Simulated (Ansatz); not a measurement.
Rows from a G0W0 calculation on Ge5H (hydrogen-terminated (111) film, 10 layers) (Ansatz 0.2.0; G0W0 on PBEsol, plane waves, PAW; PAW set soft_1; 6×6×1 mesh, 1165 empty bands, screening to 75 eV, PAW set soft_1 files), in eV. Spin-orbit coupling is left out.

| row | Σx | Σc | Vxc | Z |
| --- | --- | --- | --- | --- |
| A | -10.18 | -3.42 | -13.97 | 0.72 |
| B | -10.55 | -3.45 | -14.39 | 0.71 |
| C | -11.87 | -3.32 | -15.65 | 0.72 |
| D | -15.29 | 0.71 | -14.38 | 0.72 |
| E | -10.22 | -3.41 | -13.98 | 0.72 |
| F | -15.23 | 0.84 | -14.16 | 0.70 |

Which rows are filled states and which are empty ones, and how can one tell?

Filled: D and F. Empty: A, B, C and E. The sign of Σc tells: for a filled state bare exchange, which holds its interaction with itself, lies below Vxc (Σx − Vxc is -0.9 eV or lower here) and screening gives part back as a positive Σc. For an empty state Σx lies above Vxc (+3.8 eV or more) and the Coulomb hole leaves Σc negative.

[Runs of the session that timed out or met a known fault of the program may be left out.]

[Cells called generated may have been cut or substituted from an entry of the Crystallography Open Database or the Materials Project.]

[Hosts, paths, dates, database ids (printed as entryN), source tags and the programs' standing remarks are cut or masked in the printed files.]
